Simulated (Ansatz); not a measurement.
## Is Re-Ti stack of (100) layers a stable metal?

Question: is the lattice of Re-Ti stack of (100) layers stable, and if so, what are its coupling constant and resistivity?

Main program and level: Ansatz 0.2.0; DFT PBEsol, scalar-relativistic, plane waves, PAW; PAW set soft_1.

Report form: the programs' logs are mostly left out.

## Step 1: The starting structure

The cell holds 2 atoms: 1 Re and 1 Ti. Its edges and angles: a = 2.923 Å, b = 2.923 Å, c = 13.067 Å, α = 90.0°, β = 90.0°, γ = 90.0°. Vacuum lies along c.

## Step 2: Rough relaxation

Large forces or a large pressure at the start call for a first relaxation with loose thresholds.

input.yaml

```yaml
crystal:
  lattice:
    - [2.92265, 0.0, 0.0]
    - [0.0, 2.92265, 0.0]
    - [0.0, 0.0, 13.06663]
  atoms:
    - { symbol: Re, position: [0.0, 0.0, 0.4209196] }
    - { symbol: Ti, position: [0.5, 0.5, 0.5790804] }
  periodic: [true, true, false]
kpoints:
  mp_grid: { grid: [6, 6, 1] }
hamiltonian:
  xc: pbesol
  pseudopotentials: { kind: paw, azcp: { folder: soft_1 }, xc_functional: pbe }
scf:
  occupations: { method: gaussian, width: 0.1 }
output:
  forces: true
  stress: true
  eigenvalues: true
relax:
  adjacent_minimum: "off"
  f_tol: 0.05
  max_steps: 80
  cell: { stress_2d_tol: 0.02 }
```

Run with:

```console
$ ansatz run input.yaml --threads 4 --pin off --max-ram 12288MiB --backend cpu --events-out ev --progress --plain --runs-dir out
```

It took 14 s on 4 threads of Arm Neoverse V1, shared host; peak memory 0.49 GiB; 51 s of CPU time.

Relaxation path:

```tsv
step	energy less that of the first step (eV)	largest force component (eV/Å)	volume (Å³)
1	0.0000	2.2956	238.60
2	-1.1259	1.1597	226.07
3	-0.7966	2.8476	223.38
4	-1.2226	0.3028	224.21
5	-1.2277	0.0824	223.51
6	-1.2284	0.0029	223.18
7	-1.2297	0.0119	221.82
8	-1.2316	0.0217	218.35
9*	-1.2306	0.0224	218.35
```

Relaxation steps marked * repeat the geometry before them on a plane-wave basis chosen anew for their cell, so energy and pressure can jump there. Relaxation step 3 was tried and not accepted.

The run keeps the 8 symmetry operations that it works with, so distortions that break them were not tested.

```tsv
cell as run	before	after	change
a (Å)	2.923	2.796	-4.3 %
b (Å)	2.923	2.796	-4.3 %
```

The atoms that moved most (Å, along periodic axes as changes of fractional coordinates times the final cell, across vacuum about the mean position):

```tsv
atom	dx	dy	dz	length
Re1	0.000	0.000	0.235	0.235
Ti2	0.000	0.000	-0.235	0.235
```

Final coordinates:

```xyz
2
Lattice="2.7958 0.0000 0.0000 0.0000 2.7958 0.0000 0.0000 0.0000 27.9333" Properties=species:S:1:pos:R:3
Re    0.0000    0.0000    5.7348
Ti    1.3979    1.3979    7.3318
```

Numbers from this step:

| Item | Value |
| --- | --- |
| metallic on mesh | yes |
| gap on the k-mesh | 0 eV |

The relaxation ends with a largest force component of 0.022 eV/Å.

## Step 3: Relaxation

Lattice constant and positions set the bands and the force constants, so the cell is relaxed first.

input.yaml, the sections that differ from step 2:

```yaml
crystal:
  lattice:
    - [2.7958378058, 0.0, 0.0]
    - [0.0, 2.7958378058, 0.0]
    - [0.0, 0.0, 27.9332573082]
  atoms:
    - { symbol: Re, position: [0.0, 0.0, 0.2053042936] }
    - { symbol: Ti, position: [0.5, 0.5, 0.2624760965] }
  periodic: [true, true, false]
kpoints:
  mp_grid: { grid: [10, 10, 1] }
relax:
  adjacent_minimum: "off"
  f_tol: 0.005
  max_steps: 80
  cell: { stress_2d_tol: 0.02 }
# hamiltonian, scf, output: as in step 2
```

Elapsed: 25 s, on 4 threads; peak memory 0.51 GiB.

Relaxation path:

```tsv
step	energy less that of the first step (eV)	largest force component (eV/Å)	volume (Å³)
1	0.0000	0.2168	218.35
2	-0.0078	0.1169	216.31
3	-0.1981	0.6684	195.78
4	-0.3802	0.0140	175.97
5	-0.3816	0.1569	180.23
6	-0.3840	0.1268	179.01
7	-0.3853	0.0045	178.59
8	-0.3832	0.0041	178.59
```

The log counts 1 steps on a newly chosen plane-wave basis, not all of them marked here; energy and pressure can jump at such steps.

```tsv
cell as run	before	after	change
a (Å)	2.796	2.529	-9.6 %
b (Å)	2.796	2.529	-9.6 %
```

The atoms that moved most (Å, along periodic axes as changes of fractional coordinates times the final cell, across vacuum about the mean position):

```tsv
atom	dx	dy	dz	length
Re1	0.000	0.000	-0.287	0.287
Ti2	0.000	0.000	0.287	0.287
```

The relaxed structure:

```xyz
2
Lattice="2.5285 0.0000 0.0000 0.0000 2.5285 0.0000 0.0000 0.0000 27.9333" Properties=species:S:1:pos:R:3
Re    0.0000    0.0000    5.4481
Ti    1.2643    1.2643    7.6185
```

The relaxation ends with a largest force component of 0.0041 eV/Å.

## Step 4: Tight relaxation

Phonons are second derivatives about the minimum, so the remaining forces must be small: the thresholds are tightened.

input.yaml, the sections that differ from step 3:

```yaml
crystal:
  lattice:
    - [2.5285051872, 0.0, 0.0]
    - [0.0, 2.5285051872, 0.0]
    - [0.0, 0.0, 27.9332573082]
  atoms:
    - { symbol: Re, position: [0.0, 0.0, 0.1950399195] }
    - { symbol: Ti, position: [0.5, 0.5, 0.2727404706] }
  periodic: [true, true, false]
kpoints:
  mp_grid: { grid: [12, 12, 1] }
scf:
  occupations: { method: methfessel_paxton, width: 0.2 }
relax:
  adjacent_minimum: "off"
  f_tol: 0.001
  max_steps: 60
  cell: { stress_2d_tol: 0.002 }
# hamiltonian, output: as in step 3
```

Elapsed: 21 s, on 4 threads; peak memory 0.48 GiB; 77 s of CPU time.

Little changed from the start: no atom moved by 0.005 Å and no cell edge by 0.1 %.

## Step 5: Phonons: q 2×2×1, k 6×6×1

Couplings are defined for a stable lattice alone, so phonons come first.

input.yaml, the sections that differ from step 4:

```yaml
crystal:
  lattice:
    - [2.5294780934, 0.0, 0.0]
    - [0.0, 2.5294780934, 0.0]
    - [0.0, 0.0, 27.9332573082]
  atoms:
    - { symbol: Re, position: [0.0, 0.0, 0.1951186408] }
    - { symbol: Ti, position: [0.5, 0.5, 0.2726617493] }
  periodic: [true, true, false]
kpoints:
  mp_grid: { grid: [6, 6, 1] }
output:
  eigenvalues: true
phonons:
  method: dfpt
  qmesh: [2, 2, 1]
  temperatures: { t_max: 1000, t_step: 50 }
  qpath:
    path: [[0.0, 0.0, 0.0], [0.0, 0.5, 0.0], [0.5, 0.5, 0.0], [0.0, 0.0, 0.0]]
    npoints: 10
# hamiltonian, scf: as in step 4
# relax: removed
```

Run time: 32 s. Hardware: 4 threads; peak memory 0.7 GiB; 2 min of CPU time.

Numbers from this step:

* share of imaginary modes in the plain interpolation between solved wavevectors: 0.2895
* highest frequency, solved or plainly interpolated: 376.4 cm⁻¹

Solved on the 2×2×1 mesh alone; all other wavevectors are interpolated. The phonon branches at the labelled points (cm⁻¹):

```tsv
point	branch 1	branch 2	branch 3	branch 4	branch 5	branch 6
Γ	-18	-18	0	0	0	215
halfway	-98	-60	-36	120	192	238
X	-138	-85	34	126	195	336
halfway	-51	36	108	181	248	356
M	-128	-80	175	175	376	376
halfway	-63	102	117	156	242	243
Γ	-18	-18	0	0	0	215
```

Lowest modes at the softest wavevector of the mesh. Modes at q = (0.500, 0.000, 0.000), with each element's share of the kinetic energy (negative means imaginary):

```tsv
mode	frequency (cm⁻¹)	Re %	Ti %
1	-138.4	0	100
2	-84.8	100	0
3	33.7	99	1
4	126.4	29	71
5	195.3	71	29
6	335.6	1	99
```

Displacements in mode 1 (-138.4 cm⁻¹), the largest set to 1, in the home cell:
```
Re1 0.00 0.00 0.00
Ti2 0.00 1.00 0.00
```

Displacements in mode 3 (33.7 cm⁻¹), the largest set to 1, in the home cell:
```
Re1 0.00 0.00 1.00
Ti2 0.16 0.00 0.00
```

Among the solved wavevectors the lowest mode, translations apart, is -138 cm⁻¹, imaginary.

## Step 6: Lattice stability: q 3×3×1, k 9×9×1

An imaginary mode on so few k-points may come from the sampling, so the phonons are repeated with another q and k mesh.

input.yaml, as its differences from that of step 5:

```diff
@@ -10,3 +10,3 @@
 kpoints:
-  mp_grid: { grid: [6, 6, 1] }
+  mp_grid: { grid: [9, 9, 1] }
 hamiltonian:
@@ -20,3 +20,3 @@
   method: dfpt
-  qmesh: [2, 2, 1]
+  qmesh: [3, 3, 1]
   temperatures: { t_max: 1000, t_step: 50 }
```

Run time: 71 s. Hardware: 4 threads; peak memory 1 GiB.

This step gave:

| Quantity | Value |
| --- | --- |
| share of imaginary modes in the plain interpolation between solved wavevectors | 0.1134 |
| highest frequency, solved or plainly interpolated | 321.9 cm⁻¹ |

Solved on the 3×3×1 mesh alone; all other wavevectors are interpolated. Phonon branches along the path, in cm⁻¹:

```tsv
point	branch 1	branch 2	branch 3	branch 4	branch 5	branch 6
Γ	0	0	0	47	47	225
halfway	-75	-62	43	134	200	247
X	-109	-97	116	169	226	309
halfway	106	131	167	200	230	317
M	140	175	192	192	322	322
halfway	79	103	144	186	216	248
Γ	0	0	0	47	47	225
```

Lowest modes at the softest wavevector of the mesh. The modes at q = (-0.333, 0.000, 0.000) (shares of kinetic energy by element, %) (negative means imaginary):

```tsv
mode	frequency (cm⁻¹)	Re %	Ti %
1	-93.5	100	0
2	-81.7	0	100
3	73.8	81	19
4	161.1	87	13
5	216.8	24	76
6	276.3	8	92
```

Displacements in mode 1 (-93.5 cm⁻¹), the largest set to 1, in the home cell (x, y, z of the real part, then of the imaginary part):
```
Re1  0.00  1.00  0.00  0.00  0.01  0.00
Ti2  0.00 -0.07  0.00  0.00  0.11  0.00
```

Displacements in mode 6 (276.3 cm⁻¹), the largest set to 1, in the home cell (x, y, z of the real part, then of the imaginary part):
```
Re1  0.05  0.00 -0.09  0.09  0.00  0.05
Ti2  1.00  0.00  0.00  0.00  0.00 -0.31
```

The modes has structure finer than the step of the table below, so its rows give means over 10 cm⁻¹, whole bins alone (the curve runs from -118 to 341 cm⁻¹). Peaks (cm⁻¹: height): Re 60.6: 0.0151, 95.3: 0.0155, 115.5: 0.0204, 129.9: 0.0206, 167.4: 0.0296, 196.3: 0.0126, 222.3: 0.0134; Ti -80.8: 0.00535, 132.8: 0.00712, 167.4: 0.0343, 196.3: 0.0194, 222.3: 0.0218, 277.1: 0.0198, 311.8: 0.0231.

Phonopy on the run's constants, 21x21x1 mesh, Gaussian sigma 3.3 cm⁻¹. Table of modes by wavenumber; means over each step; values in 1/cm⁻¹/cell:

```tsv
wavenumber (cm⁻¹)	Re	Ti
-110	0.00221	1.8e-5
-100	0.00540	0.00109
-90	0.00549	0.00256
-80	0.00585	0.00454
-70	0.00405	0.00295
-60	0.00387	0.00221
-50	0.00624	0.00149
-40	0.00394	0.00203
-30	0.00401	6.6e-4
-20	0.00215	6.1e-4
-10	0.00378	0.00201
0	0.00273	0.00110
10	0.00387	0.00234
20	0.00407	0.00215
30	0.00674	0.00343
40	0.00654	0.00505
50	0.00633	0.00489
60	0.0129	0.00417
70	0.00831	0.00337
80	0.00934	0.00402
90	0.0120	0.00550
100	0.0134	0.00499
110	0.0193	0.00571
120	0.0179	0.00598
130	0.0183	0.00634
140	0.0117	0.00172
150	0.0106	0.00329
160	0.0175	0.0156
170	0.0229	0.0254
180	0.00456	0.00391
190	0.00729	0.0117
200	0.00952	0.0120
210	0.00374	0.0112
220	0.0105	0.0191
230	0.00613	0.0144
240	0.00246	0.0106
250	0.00118	0.0100
260	0.00102	0.00747
270	3.3e-4	0.00645
280	6.3e-4	0.0116
290	3.0e-4	0.00859
300	3.7e-4	0.0153
310	3.4e-4	0.0201
320	1.5e-4	0.0114
330	8.3e-6	7.8e-4
```

No LO-TO term; unit eigenvectors of the mass-weighted matrix. Modes at Γ, with each element's share of the kinetic energy:

```tsv
mode	frequency (cm⁻¹)	symmetry	Re %	Ti %
1	0.0	unnamed	80	20
2	0.0	unnamed	80	20
3	0.0	unnamed	80	20
4	46.6	E	20	80
5	46.6	E	20	80
6	225.1	A1	20	80
```

Displacements in mode 4 (46.6 cm⁻¹), the largest set to 1:
```
Re1 -0.26  0.01  0.00
Ti2  1.00 -0.02  0.00
```

Displacements in mode 6 (225.1 cm⁻¹), the largest set to 1:
```
Re1  0.00  0.00 -0.26
Ti2  0.00  0.00  1.00
```

Among the solved wavevectors the lowest mode, translations apart, is -93.5 cm⁻¹, imaginary.

## Step 7: Coupling and resistivity: q 3×3×1, k 9×9×1, scattering 12×12×1

Phonons, couplings and the Boltzmann equation in one run.

input.yaml, as its differences from that of step 6:

```diff
@@ -25 +25,4 @@
     npoints: 10
+  electrical_resistivity:
+    mesh: [12, 12, 1]
+    temperatures: [20.0, 50.0, 77.0, 100.0, 150.0, 200.0, 300.0, 400.0, 600.0, 800.0]
```

It took 72 s on 4 threads; peak memory 1 GiB.

The run ended with an error.

The program's message: “electrical resistivity: the mode of lowest frequency at the wavevector [0.0000, -0.5000, 0.0000] is imaginary, -108.65 cm⁻¹ (written negative): the force constants describe an unstable lattice; relax …”

The run stops because a mode is imaginary on the scattering mesh, where no scattering rate is defined; denser k meshes, other smearings and, between solved wavevectors, finer q meshes show whether the instability is real.

## Step 8: What came out

```yaml
phonon_run_of_the_rows_without_a_label_of_their_own: PBEsol, q 3×3×1, k 9×9×1
softest_mode_on_the_q_mesh: -93.5 cm⁻¹ at q = (-0.333, 0, 0)
highest_frequency_solved_or_plainly_interpolated: 322 cm⁻¹
```

What this shows: The lattice is dynamically unstable at this level: a mode at q = (-0.333, 0, 0) is imaginary, 93.5i cm⁻¹, so no harmonic coupling constant or resistivity is defined for this structure. These meshes are coarse, and single modes of a metal can move by tens of cm⁻¹ with the k mesh. The coarser mesh found an imaginary mode at another wavevector, which this mesh lacks. Spin–orbit coupling, left out here, matters for Re. The phonon runs are not spin-polarised. The PAW files were made for PBE; under other functionals the run regenerates their frozen core. The structure was built by hand as an ordered model, and its stability against other phases was not tested.

[Logs are printed without paths, hosts, clocks, repeated set-up lines and the standing remarks that a program may print on its own settings, such as how far it seeks lower states.]

[Hosts, paths, dates, database ids (printed as entryN), source tags and the programs' standing remarks are cut or masked in the printed files.]
